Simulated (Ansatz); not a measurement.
## How Ca(110) screens a field

Where does the screening charge of Ca(110) sit?

Method: plane-wave DFT, PBE, Ansatz PAW, in Ansatz 0.2.0.

This is a report of a sequence of runs, with most program output left out.

## 1. Set-up

The cell holds 6 atoms: 6 Ca. Its edges and angles: a = 5.580 Å, b = 3.946 Å, c = 27.864 Å, α = 90.0°, β = 90.0°, γ = 90.0°. Vacuum lies along c.

## 2. Atoms held, field 0

A sawtooth potential applies the field, turning back in the middle of the vacuum. With the dipole correction the typed value is the field outside the slab. The induced dipole is small, so the SCF threshold is tight.

File input.yaml:

```yaml
crystal:
  lattice:
    - [5.58, 0.0, 0.0]
    - [0.0, 3.945655839, 0.0]
    - [0.0, 0.0, 27.8641395976]
  atoms:
    - { symbol: Ca, position: [0.5, 0.5, 0.3229957978] }
    - { symbol: Ca, position: [0.0, 0.0, 0.3937974787] }
    - { symbol: Ca, position: [0.5, 0.5, 0.4645991596] }
    - { symbol: Ca, position: [0.0, 0.0, 0.5354008404] }
    - { symbol: Ca, position: [0.5, 0.5, 0.6062025213] }
    - { symbol: Ca, position: [0.0, 0.0, 0.6770042022] }
kpoints:
  mp_grid: { grid: [10, 14, 1] }
hamiltonian:
  xc: pbe
scf:
  occupations: { method: fermi_dirac, width: 0.1 }
  convergence: { dr2_threshold: 1.0e-10 }
efield:
  axis: 3
  dipole_correction: true
  ramp_position: 0.97
  ramp_width: 0.06
  amplitude: 0
output:
  forces: true
  write_potential: true
  write_density: true
  volumetric_format: npy
```

Launch:

```bash
$ ansatz run input.yaml --threads 2 --pin off --max-ram 3072MiB --backend cpu --events-out ev --progress --plain --runs-dir out
```

It took 3 min on 2 threads of Arm Neoverse N1, shared host; peak memory 1.2 GiB; 5.9 min of CPU time.

Numbers from this step:

| Quantity | Value |
| --- | --- |
| energy at zero smearing | -10899.6642 eV |
| work function, upper face | 2.815 eV |
| dipole along the normal | 4.62e-7 e·Å |

Running mean over 1.973 Å of the planar mean; the ramp of the sawtooth is left out. The electron's electrostatic potential energy less the Fermi level by z:

```csv
z (Å),electron's electrostatic potential energy less the Fermi level (eV)
3.5,2.81
4.0,2.81
4.5,2.81
5.0,2.79
5.5,2.77
6.0,2.69
6.5,2.53
7.0,2.15
7.5,1.28
8.0,-0.375
8.5,-2.01
9.0,-2.78
9.5,-2.96
10.0,-2.93
10.5,-2.85
11.0,-2.79
11.5,-2.78
12.0,-2.79
12.5,-2.81
13.0,-2.81
13.5,-2.81
14.0,-2.81
14.5,-2.81
15.0,-2.81
15.5,-2.80
16.0,-2.79
16.5,-2.78
17.0,-2.80
17.5,-2.87
18.0,-2.95
18.5,-2.94
19.0,-2.65
19.5,-1.64
20.0,0.127
20.5,1.59
21.0,2.28
21.5,2.59
22.0,2.72
22.5,2.78
23.0,2.80
23.5,2.81
24.0,2.81
24.5,2.81
```

Force by atom:

```csv
atom,x (eV/Å),y (eV/Å),z (eV/Å),size
Ca1,0.000,0.000,0.119,0.119
Ca2,0.000,0.000,0.011,0.011
Ca3,0.000,0.000,-0.068,0.068
Ca4,0.000,0.000,0.068,0.068
Ca5,0.000,0.000,-0.011,0.011
Ca6,0.000,0.000,-0.119,0.119
```

The work function of the upper face is 2.81 eV.

## 3. Single point, field 0.03 V/Å

Edit input.yaml of step 2 so:

```diff
@@ -24,3 +24,3 @@
   ramp_width: 0.06
-  amplitude: 0
+  amplitude: 0.03
 output:
```

The job ended after 3.2 min (2 threads; peak memory 1.2 GiB; 6.4 min of CPU time).

The dipole is 0.0534 e·Å.

## 4. Atoms held, field -0.03 V/Å

Edit input.yaml of step 3 so:

```diff
@@ -24,3 +24,3 @@
   ramp_width: 0.06
-  amplitude: 0.03
+  amplitude: -0.03
 output:
```

Run time: 3.1 min. Hardware: 2 threads; peak memory 1.2 GiB; 6.1 min of CPU time.

The dipole is -0.0534 e·Å.

## 5. Atoms held, field 0.1 V/Å

Edit input.yaml of step 4 so:

```diff
@@ -24,3 +24,3 @@
   ramp_width: 0.06
-  amplitude: -0.03
+  amplitude: 0.1
 output:
```

Run time: 3.1 min. Hardware: 2 threads; peak memory 1.2 GiB; 6.1 min of CPU time.

The dipole is 0.178 e·Å.

## 6. Atoms held, field -0.1 V/Å

Edit input.yaml of step 5 so:

```diff
@@ -24,3 +24,3 @@
   ramp_width: 0.06
-  amplitude: 0.1
+  amplitude: -0.1
 output:
```

The job ended after 3 min (2 threads; peak memory 1.2 GiB; 6 min of CPU time).

The dipole is -0.178 e·Å.

## 7. Single point, field 0.15 V/Å

Edit input.yaml of step 6 so:

```diff
@@ -24,3 +24,3 @@
   ramp_width: 0.06
-  amplitude: -0.1
+  amplitude: 0.15
 output:
@@ -30 +30,2 @@
   volumetric_format: npy
+  elf: true
```

Wall time 3.1 min (2 threads); peak memory 1.2 GiB; 6.1 min of CPU time.

Running mean over 1.973 Å of the planar mean, with the applied field; the ramp of the sawtooth is left out. The electron's electrostatic potential energy less the Fermi level by z:

```csv
z (Å),electron's electrostatic potential energy less the Fermi level (eV)
4,2.43
5,2.56
6,2.58
7,2.13
8,-0.363
9,-2.77
10,-2.93
11,-2.79
12,-2.79
13,-2.81
14,-2.81
15,-2.81
16,-2.79
17,-2.80
18,-2.95
19,-2.66
20,0.118
21,2.32
22,2.86
23,3.08
24,3.24
```

The dipole is 0.267 e·Å.

## 8. The response

This step: plane-wave DFT, PBE, Ansatz PAW; screening of a field by a metal slab (Ansatz 0.2.0).

The dipoles give the slope, and the difference of two potentials shows where the field is screened.

This step gave:

* equivalent conductor thickness p/(ε₀AE): 14.62 Å
* distance between the outer atoms: 9.864 Å
* inner field over outer field: -0.001373
* image plane, upper face: 2.372 Å
* induced electrons on the upper face over ε₀E: -0.9972
* image plane, lower face: 2.372 Å
* induced electrons on the lower face over ε₀E: 0.9972

Table of dipole of the cell by applied field:

```csv
applied field (V/Å),dipole of the cell (e·Å)
-0.100,-0.178
-0.030,-0.0534
0.000,4.6e-7
0.030,0.0534
0.100,0.178
0.150,0.267
```

Local field over the applied field, running mean. From the potentials at -0.03 and 0.03 V/Å; running mean over 1.973 Å. Local field over applied field against z:

```csv
z (Å),local field over applied field
4.5,0.970
5.0,0.940
5.5,0.885
6.0,0.789
6.5,0.640
7.0,0.440
7.5,0.223
8.0,0.0419
8.5,-0.0603
9.0,-0.0792
9.5,-0.0419
10.0,0.00142
10.5,0.0215
11.0,0.0186
11.5,0.00449
12.0,-0.00592
12.5,-0.00758
13.0,-0.00447
13.5,-8.0e-4
14.0,3.9e-4
14.5,-0.00166
15.0,-0.00552
15.5,-0.00780
16.0,-0.00400
16.5,0.00847
17.0,0.0212
17.5,0.0186
18.0,-0.00864
18.5,-0.0544
19.0,-0.0815
19.5,-0.0412
20.0,0.0846
20.5,0.280
21.0,0.498
21.5,0.686
22.0,0.820
22.5,0.903
23.0,0.950
23.5,0.975
```

Electrons, planar mean, per unit field. Table of induced electron density by z:

```csv
z (Å),induced electron density (e/Å³ per V/Å)
4.5,1.8e-4
5.0,3.5e-4
5.5,6.6e-4
6.0,0.00119
6.5,0.00199
7.0,0.00278
7.5,0.00298
8.0,0.00208
8.5,2.8e-4
9.0,-8.1e-4
9.5,-8.4e-4
10.0,-4.8e-4
10.5,8.3e-5
11.0,3.7e-4
11.5,2.0e-4
12.0,2.4e-5
12.5,-1.1e-4
13.0,-7.0e-5
13.5,1.0e-5
14.0,-2.2e-6
14.5,5.2e-6
15.0,8.8e-5
15.5,9.2e-5
16.0,-7.7e-5
16.5,-2.5e-4
17.0,-3.5e-4
17.5,5.8e-5
18.0,6.3e-4
18.5,8.7e-4
19.0,5.9e-4
19.5,-7.2e-4
20.0,-0.00246
20.5,-0.00302
21.0,-0.00260
21.5,-0.00175
22.0,-0.00102
22.5,-5.5e-4
23.0,-2.9e-4
23.5,-1.5e-4
```

By hand: between -0.03 and 0.03 V/Å the dipole changes by 0.1067 e·Å, a slope of 1.779 e·Å²/V. A perfect conductor of thickness t has p = ε₀AEt, so t = 180.95 × 1.779 / 22.017 = 14.62 Å (e/ε₀ = 180.95 V·Å, A in Å²). Less the 9.86 Å between the outer atoms, and halved, that puts each image plane 2.38 Å out.

The induced dipole is that of a conductor 14.62 Å thick.

## 9. The same run with other settings

This step: plane-wave DFT, PBE, Ansatz PAW (Ansatz 0.2.0).

A run with a changed input: it repeats the earlier run at 0.03 V/Å with efield.dipole_correction from true to false.

Edit input.yaml of step 7 so:

```diff
@@ -21,6 +21,6 @@
   axis: 3
-  dipole_correction: true
+  dipole_correction: false
   ramp_position: 0.97
   ramp_width: 0.06
-  amplitude: 0.15
+  amplitude: 0.03
 output:
@@ -30,2 +30 @@
   volumetric_format: npy
-  elf: true
```

Wall time 2.8 min (2 threads); peak memory 1.2 GiB.

```csv
quantity,this run,earlier run,difference
dipole along the normal (e·Å),0.1123,0.05336,0.059
```

With the dipole correction off, the periodic images add a field of their own to the typed one.

It moves by +0.0589 e·Å.

These numbers are not those of the isolated slab.

## 10. Varying the input: efield.ramp_width = 0.15

Another changed input: it repeats the earlier run at 0.03 V/Å with efield.ramp_width from 0.06 to 0.15.

Edit input.yaml of step 9 so:

```diff
@@ -21,5 +21,5 @@
   axis: 3
-  dipole_correction: false
+  dipole_correction: true
   ramp_position: 0.97
-  ramp_width: 0.06
+  ramp_width: 0.15
   amplitude: 0.03
```

Elapsed: 3 min, on 2 threads; peak memory 1.2 GiB; 5.9 min of CPU time.

Numbers from this step:

```
energy at zero smearing : -10899.6650 eV
dipole along the normal : 0.05311 e·Å
```

Force by atom:

```csv
atom,x (eV/Å),y (eV/Å),z (eV/Å),size
Ca1,0.000,0.000,0.120,0.120
Ca2,0.000,0.000,0.011,0.011
Ca3,0.000,0.000,-0.068,0.068
Ca4,0.000,0.000,0.068,0.068
Ca5,0.000,0.000,-0.012,0.012
Ca6,0.000,0.000,-0.119,0.119
```

```csv
quantity,this run,earlier run,difference
dipole along the normal (e·Å),0.05311,0.05336,-2.5e-4
```

The dipole moves by under 0.5 % or 5e-5 e·Å.

## 11. Results

```json
{"work function": "2.81 eV", "image plane, upper face": "2.37 Å", "induced electrons on the upper face over ε₀E": "-0.997", "equivalent conductor thickness p/(ε₀AE)": "14.6 Å", "inner field over outer field": "-0.00137"}
```

**Reading.** The induced charge has its centre 2.37 Å outside the outermost atoms; this is the plane from which a capacitor's gap or an image potential counts. The equivalent conductor thickness exceeds the distance between the outer atoms by 4.76 Å, about the sum of the two image-plane distances. In the middle of the slab the field is screened to under 0.5 % of its outer value. The atoms are held at bulk positions with the tabulated experimental lattice constant.

[Logs are printed without paths, hosts, clocks, repeated set-up lines and the standing remarks that a program may print on its own settings, such as how far it seeks lower states.]

[Hosts, paths, dates, database ids (printed as entryN), source tags and the programs' standing remarks are cut or masked in the printed files.]

[Maps of the electrostatic potential energy from Ansatz leave out the sawtooth potential of an applied field or a dipole correction, so their vacuum need not be flat; planar profiles and work functions include it.]
